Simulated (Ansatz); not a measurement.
## Binding across the interface in twisted silicene bilayer, 84.43° (268 atoms)

Aim: the interaction energy between the two parts of twisted silicene bilayer, 84.43° (268 atoms) and its distance dependence.

Program: Ansatz 0.2.0. Level of theory: Kohn-Sham DFT, RPBE+D3(BJ), PAW (set soft_2), plane waves. Values are calculated unless marked as measured.

### 1. Set-up

The cell holds 268 atoms: 268 Si. Its edges and angles: a = 31.596 Å, b = 31.596 Å, c = 16.170 Å, α = 90.0°, β = 90.0°, γ = 120.0°. It derives from Si (silicene). Silicene (a = 3.86 Å) under silicene (a = 3.86 Å), bilayer, commensurate cell of 67 unit cells a layer, twist 84.43 deg; facing planes 3.29 Å apart; 12 Å of vacuum; layers as built, displaced by a Gaussian of 0.01 Å. Regions: layer 1, 134 atoms (134 Si); layer 2, 134 atoms (134 Si). Vacuum lies along c.

### 2. Single point at the start

The forces at the start show how far the geometry lies from a minimum of this functional.

Contents of input.yaml:

```yaml
crystal:
  lattice:
    - [31.5955, 0.0, 0.0]
    - [-15.79775, 27.36251, 0.0]
    - [0.0, 0.0, 16.17]
  atoms:
    - { symbol: Si, position: [0.06997, 0.64687, 0.39789] }
    - { symbol: Si, position: [0.09489, 0.59196, 0.37144] }
    - { symbol: Si, position: [0.09994, 0.78187, 0.3994] }
    - { symbol: Si, position: [0.12454, 0.72676, 0.37024] }
    - { symbol: Si, position: [0.12909, 0.91545, 0.39853] }
    - { symbol: Si, position: [0.15448, 0.86074, 0.37143] }
    - { symbol: Si, position: [0.15973, 0.05032, 0.39871] }
    - { symbol: Si, position: [0.184, 0.99487, 0.37104] }
    - { symbol: Si, position: [0.05482, 0.07993, 0.39818] }
    - { symbol: Si, position: [0.07967, 0.02461, 0.37121] }
    - { symbol: Si, position: [0.08421, 0.21388, 0.39861] }
    - { symbol: Si, position: [0.10999, 0.15969, 0.37099] }
    - { symbol: Si, position: [0.11482, 0.34886, 0.39878] }
    - { symbol: Si, position: [0.1394, 0.29337, 0.37217] }
    - { symbol: Si, position: [0.14415, 0.48258, 0.39813] }
    - { symbol: Si, position: [0.16948, 0.42816, 0.37151] }
    - { symbol: Si, position: [0.17472, 0.61719, 0.39839] }
    - { symbol: Si, position: [0.19913, 0.56165, 0.37186] }
    - { symbol: Si, position: [0.20443, 0.75098, 0.39801] }
    - { symbol: Si, position: [0.22846, 0.6968, 0.37176] }
    - { symbol: Si, position: [0.2333, 0.8847, 0.39707] }
    - { symbol: Si, position: [0.25858, 0.83019, 0.3701] }
    - { symbol: Si, position: [0.26399, 0.02007, 0.39845] }
    - { symbol: Si, position: [0.28867, 0.96486, 0.3699] }
    - { symbol: Si, position: [0.18907, 0.18345, 0.39828] }
    - { symbol: Si, position: [0.21412, 0.12965, 0.37069] }
    - { symbol: Si, position: [0.21861, 0.31841, 0.39818] }
    - { symbol: Si, position: [0.24349, 0.26369, 0.3703] }
    - { symbol: Si, position: [0.24782, 0.45262, 0.39826] }
    - { symbol: Si, position: [0.2738, 0.39762, 0.37144] }
    - { symbol: Si, position: [0.27835, 0.58697, 0.39719] }
    - { symbol: Si, position: [0.30291, 0.53182, 0.36954] }
    [... 230 atom lines left out ...]
    - { symbol: Si, position: [0.91545, 0.1287, 0.62962] }
    - { symbol: Si, position: [0.89079, 0.05016, 0.60169] }
    - { symbol: Si, position: [0.01973, 0.26375, 0.62931] }
    - { symbol: Si, position: [0.99473, 0.18415, 0.60221] }
    - { symbol: Si, position: [0.04923, 0.1589, 0.62834] }
    - { symbol: Si, position: [0.02458, 0.07987, 0.60189] }
kpoints:
  mp_grid: { grid: [3, 3, 1] }
hamiltonian:
  xc: rpbe
  dispersion: d3bj
scf:
  occupations: { method: gaussian, width: 0.025 }
output:
  forces: true
```

The run is started by

```console
$ ansatz run input.yaml --threads 5 --pin off --max-ram 81920MiB --backend cuda --events-out ev --progress --plain --runs-dir out
```

The log of the run:

```text
Engine: ansatz 0.2.0, x86_64-unknown-linux-gnu
Pseudopotentials: kind: paw
Pseudopotential: Si, paw, valence charge 4, recommended cutoff 420 eV (normal), Si.paw.azcp
Functional definition: RPBE
  parameter kappa = 0.804
  parameter beta = 0.066725
  exchange = rpbe_x(kappa = kappa, mu = beta*pi^2/3)
  correlation = pbe_c(beta = beta)
GPU FFT provider: cuFFT
GPU libraries: cuBLAS 13.8.2, cuFFT 12.4.0, cuSOLVER 12.3.4
Crystal: 268 atoms, lattice volume = 13979.485 Å³
Basis set: ecut = 420 eV, 273229 PW (Γ), exchange–correlation on 432×432×240 points (8 copies of the dense FFT grid, shifted against one another)
Bands: 804, of which v1, the nominal top of the filled ones, is band 536 counted from 1 (535 counted from 0)
Symmetry: 1 space group operations
Space group: P1 (ITA 1), of the structure as read, at distance tolerance 2.4e-4 Å
k-points: 5 of 9 (time reversal used)
Non-local potential: Si, projectors of the file, l = 0: 2, l = 1: 2, l = 2: 2
PAW form: soft (Blöchl's): semilocal exchange-correlation on the pseudo side does not see the compensation charge
PAW frozen core: Si, regenerated for the run's functional, and the local potential with it (the file was generated under x = pbe(κ = 0.804, μ = 0.219515), c = pbe(β = 0.066725))
PAW one-centre angular grid: Si, 110 points (default); XC on 64 Gauss nodes
Initial density: superposition of atomic densities (neutral atoms: chi_scale 0, normalization atom), corrected by the library's trained network
Initial wavefunctions: pseudopotential atomic-orbital guess
GPU buffer pool allocated for 5598720 grid points (all kernels)
GPU transforms: local potential and band sums: pruned to the plane-wave sphere, on 216×216×120
GPU projectors: by the tables: the GPU's memory has no room for the FFT box's points about the atoms
Functional: x = rpbe, c = pbe(β = 0.066725)
SCF iter   1: F=—  HF=-171389.463533 eV  |F-HF|=—  |Δ(HF+E_count)|=         —  Δρ=2.00e-3  dr2=9.71e-1  ethr=1.77e-3  ⟨swp⟩=7.0  Hψ=22302  notcnv=0  defer=812
preconditioner: auto → LDOS  [metal: Δε(μ)=0.001 eV  Ē_g=7.073 eV  σ=0.025 eV  W_gap=0.03  n_scr=1322 (ndim 8)  ℏωp=10.3 eV  f_vac=0.473  D(μ)=145.64/eV (n_scr^D=606)  β→1.0]
SCF iter   2: F=—  HF=-171389.424206 eV  |F-HF|=—  |Δ(HF+E_count)|=   3.93e-2  Δρ=7.21e-4  dr2=1.80e-1  ethr=9.06e-5  ⟨swp⟩=3.0  Hψ=6903  notcnv=0  defer=1253
SCF iter   3: F=—  HF=-171389.418748 eV  |F-HF|=—  |Δ(HF+E_count)|=   5.46e-3  Δρ=3.26e-4  dr2=4.76e-2  ethr=1.68e-5  ⟨swp⟩=2.6  Hψ=5294  notcnv=0  defer=1253
SCF iter   4: F=—  HF=-171389.410685 eV  |F-HF|=—  |Δ(HF+E_count)|=   8.06e-3  Δρ=1.36e-4  dr2=8.98e-3  ethr=4.44e-6  ⟨swp⟩=2.0  Hψ=4766  notcnv=0  defer=1253
SCF iter   5: F=—  HF=-171389.406688 eV  |F-HF|=—  |Δ(HF+E_count)|=   4.00e-3  Δρ=5.93e-5  dr2=1.55e-3  ethr=8.37e-7  ⟨swp⟩=2.0  Hψ=5452  notcnv=0  defer=1253
SCF iter   6: F=—  HF=-171389.419513 eV  |F-HF|=—  |Δ(HF+E_count)|=   1.28e-2  Δρ=2.47e-5  dr2=3.86e-4  ethr=1.45e-7  ⟨swp⟩=2.2  Hψ=4707  notcnv=0  defer=1253
SCF iter   7: F=—  HF=-171389.419480 eV  |F-HF|=—  |Δ(HF+E_count)|=   3.34e-5  Δρ=1.24e-5  dr2=7.82e-5  ethr=3.60e-8  ⟨swp⟩=2.0  Hψ=4005  notcnv=0  defer=1253
SCF iter   8: F=—  HF=-171389.416982 eV  |F-HF|=—  |Δ(HF+E_count)|=   2.50e-3  Δρ=5.82e-6  dr2=1.76e-5  ethr=7.29e-9  ⟨swp⟩=2.0  Hψ=4778  notcnv=0  defer=1253
SCF iter   9: F=—  HF=-171389.416982 eV  |F-HF|=—  |Δ(HF+E_count)|=   4.95e-7  Δρ=2.62e-6  dr2=3.75e-6  ethr=1.64e-9  ⟨swp⟩=3.0  Hψ=6456  notcnv=0  defer=1253
SCF iter  10: F=—  HF=-171389.416982 eV  |F-HF|=—  |Δ(HF+E_count)|=   1.50e-7  Δρ=1.30e-6  dr2=1.03e-6  ethr=3.50e-10  ⟨swp⟩=2.6  Hψ=4708  notcnv=0  defer=1253
SCF iter  11: F=—  HF=-171389.416982 eV  |F-HF|=—  |Δ(HF+E_count)|=   1.05e-7  Δρ=6.01e-7  dr2=1.78e-7  ethr=9.59e-11  ⟨swp⟩=2.0  Hψ=4763  notcnv=0  defer=1253
SCF iter  12: F=-171389.416982 eV  HF=-171389.416982 eV  |F-HF|=1.79e-8  |Δ(HF+E_count)|=   1.16e-8  Δρ=2.72e-7  dr2=3.58e-8  ethr=9.33e-12  ⟨swp⟩=4.0  Hψ=11414  notcnv=0
SCF 1 converged in 12 iterations: F = -171389.416982 eV  dr2 = 3.58e-8
  greatest PAW one-centre occupation: 0.651 electrons in one spin orbital (limit 2), on the Si atom at site 180 (counted from 0), in its partial waves of l = 0
SCF converged after 12 iterations
Free energy (F): -171389.416982 eV
Harris-Foulkes:  -171389.416982 eV  (|F-HF|=1.79e-8)
Internal energy: -171389.370923 eV  (E = F + TS)
E sigma→0 (E₀):  -171389.393952 eV
Entropy (-TS):   -0.046060 eV (-0.172 meV/atom)
Fermi energy:    -0.354481 eV
--- Per-component energies (eV) ---
  E_band       = -5686.112670
  E_kinetic    = 10463.805938
  E_local      = -118779.315632  (includes V_loc(G=0)·N_el)
  E_nonlocal   = 6860.227478
  E_hartree    = 54262.643463
  E_xc         = -14608.174269
  E_vxc        = -12196.995258  (∫ρ·V_xc dr)
  E_paw        = -138184.401482  (= ΣΔE_a)
  E_vpaw       = -559.116807  (= ΣTr[D̂ρ^β])
  E_aug_tail   = 0.001753  (compensation charges beyond the density's cutoff)
  E_ewald      = 28924.567892
  E_disp       = -322.298572  (pairwise vdW)
  E_core_change = -6.427492  (= ΣΔE_core)
  E_smearing   = -0.046060  (= −TS)
  E_closure    = -0.000000  (closes the sum)
  Σ components = -171389.416982   (vs F -171389.416982, Δ=0.00e0)
--- Forces (eV/Å), atoms counted from 1 ---
  atom   1  Si    -0.06109752     0.16511191     0.43840041
  atom   2  Si     0.18727097     0.12953238     0.05739904
  atom   3  Si    -0.07426442    -0.27955933     0.63864343
  atom   4  Si     0.00051805    -0.19007079     0.15925486
  atom   5  Si     0.17044234    -0.10495794     0.49652071
  atom   6  Si    -0.26486988     0.20069098    -0.08522484
  atom   7  Si    -0.14776037    -0.16219379     0.41673271
  atom   8  Si    -0.01694260     0.08683799     0.17529089
  atom   9  Si     0.12403990     0.07989369     0.57877829
  atom  10  Si     0.12791395     0.30992972     0.10538302
  atom  11  Si     0.13895246     0.03223919     0.49544208
  atom  12  Si    -0.13563959    -0.17998480     0.08175823
  atom  13  Si     0.00251865    -0.33676394     0.63229215
  atom  14  Si    -0.32464588     0.04258550    -0.03314631
[...]
atom 267  Si     0.00484629     0.19520549    -0.03837842
  atom 268  Si     0.42022410    -0.05246256    -0.66750825
  max |Σ_I F_I| component: 2.04e-5 eV/Å
```

Elapsed: 54 s, on 1 × NVIDIA H100 80GB HBM3 with 5 threads of AMD EPYC 7R13 (Zen 3), shared host; peak memory 3.5 GiB; 68 s of CPU time.

In the SCF lines HF is the Harris–Foulkes energy and dr2 the Hartree energy of the density residual, in eV; the loop may stop once dr2 is under the threshold and the program's other checks hold. Hψ counts applications of the Hamiltonian.

The program notes that it cut back its plan to fit the GPU's memory.

The r.m.s. force at the start is 0.29 eV/Å.

### 3. Relaxation

The atoms are relaxed in the fixed cell, aiming at the force tolerance of the input.

Contents of input.yaml:

```yaml
crystal:
  lattice:
    - [31.5955, 0.0, 0.0]
    - [-15.79775, 27.36251, 0.0]
    - [0.0, 0.0, 16.17]
  atoms:
    [... the 268 atom lines of step 2 ...]
kpoints:
  mp_grid: { grid: [3, 3, 1] }
hamiltonian:
  xc: rpbe
  dispersion: d3bj
scf:
  occupations: { method: gaussian, width: 0.025 }
output:
  forces: true
relax:
  f_tol: 0.05
  max_steps: 120
```

The log of the run:

```text
[...]
Pseudopotentials: kind: paw
Pseudopotential: Si, paw, valence charge 4, recommended cutoff 420 eV (normal), Si.paw.azcp
[...]
GPU FFT provider: cuFFT
GPU libraries: cuBLAS 13.8.2, cuFFT 12.4.0, cuSOLVER 12.3.4
Crystal: 268 atoms, lattice volume = 13979.485 Å³
Basis set: ecut = 420 eV, 273229 PW (Γ), exchange–correlation on 432×432×240 points (8 copies of the dense FFT grid, shifted against one another)
Bands: 804, of which v1, the nominal top of the filled ones, is band 536 counted from 1 (535 counted from 0)
Symmetry: 1 space group operations
Space group: P1 (ITA 1), of the structure as read, at distance tolerance 2.4e-4 Å
k-points: 5 of 9 (time reversal used)
[...]
Initial density: superposition of atomic densities (neutral atoms: chi_scale 0, normalization atom), corrected by the library's trained network
Initial wavefunctions: pseudopotential atomic-orbital guess
GPU buffer pool allocated for 5598720 grid points (all kernels)
GPU transforms: local potential and band sums: pruned to the plane-wave sphere, on 216×216×120
GPU projectors: by the tables: the GPU's memory has no room for the FFT box's points about the atoms
[...]
SCF iter   1: F=—  HF=-171389.463527 eV  |F-HF|=—  |Δ(HF+E_count)|=         —  Δρ=2.00e-3  dr2=9.71e-1  ethr=1.77e-3  ⟨swp⟩=7.0  Hψ=22302  notcnv=0  defer=812
preconditioner: auto → LDOS  [metal: Δε(μ)=0.001 eV  Ē_g=7.073 eV  σ=0.025 eV  W_gap=0.03  n_scr=1322 (ndim 8)  ℏωp=10.3 eV  f_vac=0.473  D(μ)=145.64/eV (n_scr^D=606)  β→1.0]
[...]
SCF iter   7: F=—  HF=-171389.416986 eV  |F-HF|=—  |Δ(HF+E_count)|=   2.32e-5  Δρ=1.24e-5  dr2=7.83e-5  ethr=3.61e-8  ⟨swp⟩=2.0  Hψ=4005  notcnv=0  defer=1253
SCF iter   8: F=-171389.416971 eV  HF=-171389.416982 eV  |F-HF|=1.06e-5  |Δ(HF+E_count)|=   4.65e-6  Δρ=5.70e-6  dr2=1.73e-5  ethr=5.83e-9  ⟨swp⟩=4.0  Hψ=10882  notcnv=0
SCF 1 converged in 8 iterations: F = -171389.416971 eV  dr2 = 1.73e-5
[...]
relax step   1: F+E_penalty+E_count = -171389.41697116 eV  Δ(F+E_penalty+E_count) = +0.000e0 eV  max|allowed force component| = 7.592e-1 eV/Å  Δτ_max = 0.0000 Å  (8 SCF iters, dr2 threshold 6.25e-5 eV, accepted)
[... from here on, the SCF cycles and remarks between the steps are left out, and one step in 5 is shown ...]
relax step   2: F+E_penalty+E_count = -171405.63622524 eV  Δ(F+E_penalty+E_count) = -1.622e1 eV  max|allowed force component| = 8.129e-1 eV/Å  Δτ_max = 0.1943 Å  (9 SCF iters, dr2 threshold 3.60e-5 eV, accepted)
relax step   5: F+E_penalty+E_count = -171416.95003479 eV  Δ(F+E_penalty+E_count) = -6.120e0 eV  max|allowed force component| = 6.455e-1 eV/Å  Δτ_max = 0.2000 Å  (8 SCF iters, dr2 threshold 1.00e-4 eV, accepted)
relax step  10: F+E_penalty+E_count = -171420.63120807 eV  Δ(F+E_penalty+E_count) = -1.378e-2 eV  max|allowed force component| = 3.403e-1 eV/Å  Δτ_max = 0.2000 Å  (9 SCF iters, dr2 threshold 1.00e-4 eV, accepted)
relax step  15: F+E_penalty+E_count = -171421.19397699 eV  Δ(F+E_penalty+E_count) = -9.110e-2 eV  max|allowed force component| = 2.034e-1 eV/Å  Δτ_max = 0.1000 Å  (9 SCF iters, dr2 threshold 4.99e-6 eV, accepted)
relax step  20: F+E_penalty+E_count = -171421.29129257 eV  Δ(F+E_penalty+E_count) = -1.404e-2 eV  max|allowed force component| = 7.213e-2 eV/Å  Δτ_max = 0.0100 Å  (7 SCF iters, dr2 threshold 7.44e-6 eV, accepted)
relax step  25: F+E_penalty+E_count = -171421.38695668 eV  Δ(F+E_penalty+E_count) = -1.937e-2 eV  max|allowed force component| = 1.867e-1 eV/Å  Δτ_max = 0.0686 Å  (5 SCF iters, dr2 threshold 3.49e-5 eV, accepted)
relax step  27: F+E_penalty+E_count = -171421.43989653 eV  Δ(F+E_penalty+E_count) = -2.305e-2 eV  max|allowed force component| = 1.547e-1 eV/Å  Δτ_max = 0.0398 Å  (5 SCF iters, dr2 threshold 3.01e-5 eV, accepted)
GPU FFT provider: cuFFT
GPU libraries: cuBLAS 13.8.2, cuFFT 12.4.0, cuSOLVER 12.3.4
GPU buffer pool allocated for 5598720 grid points (all kernels)
GPU transforms: local potential and band sums: pruned to the plane-wave sphere, on 216×216×120
GPU projectors: by the tables: the GPU's memory has no room for the FFT box's points about the atoms
[...]
Step cancelled. What follows is not a result of the run: it is the report of the last solve that finished, which converged after 5 SCF iterations.
Free energy (F): -171421.439897 eV
Harris-Foulkes:  -171421.439903 eV  (|F-HF|=6.22e-6)
Internal energy: -171421.438303 eV  (E = F + TS)
E sigma→0 (E₀):  -171421.439100 eV
Entropy (-TS):   -0.001594 eV (-0.006 meV/atom)
Fermi energy:    -0.220340 eV
--- Per-component energies (eV) ---
[...]
Σ components = -171421.439897   (vs F -171421.439897, Δ=0.00e0)
--- Forces (eV/Å), atoms counted from 1 ---
  atom   1  Si    -0.00492145    -0.01599881     0.01958177
  atom   2  Si    -0.00721333     0.00085597     0.01612565
  atom   3  Si    -0.00262240     0.02251528     0.02319590
  atom   4  Si    -0.05851511    -0.03100825    -0.00250840
[...]
atom 268  Si     0.00229194     0.01136058    -0.00382207
  max |Σ_I F_I| component: 2.30e-4 eV/Å
End of that report.
Error: SIGTERM received: cancelled by the caller after 4 completed SCF iterations
```

Elapsed: 16 min, on 1 × NVIDIA H100 80GB HBM3 with 5 threads; peak memory 3.6 GiB; 19 min of CPU time.

The relaxation was stopped at its limit after 27 steps, 32.0 eV below its start, with a largest force component of 0.15 eV/Å.

(Continued in part 2 of 3.)

[Long decimals in the printed logs are rounded to 6 places.]

[Logs are printed without paths, hosts, clocks, repeated set-up lines and the standing remarks that a program may print on its own settings, such as how far it seeks lower states.]

[Hosts, paths, dates, database ids (printed as entryN), source tags and the programs' standing remarks are cut or masked in the printed files.]
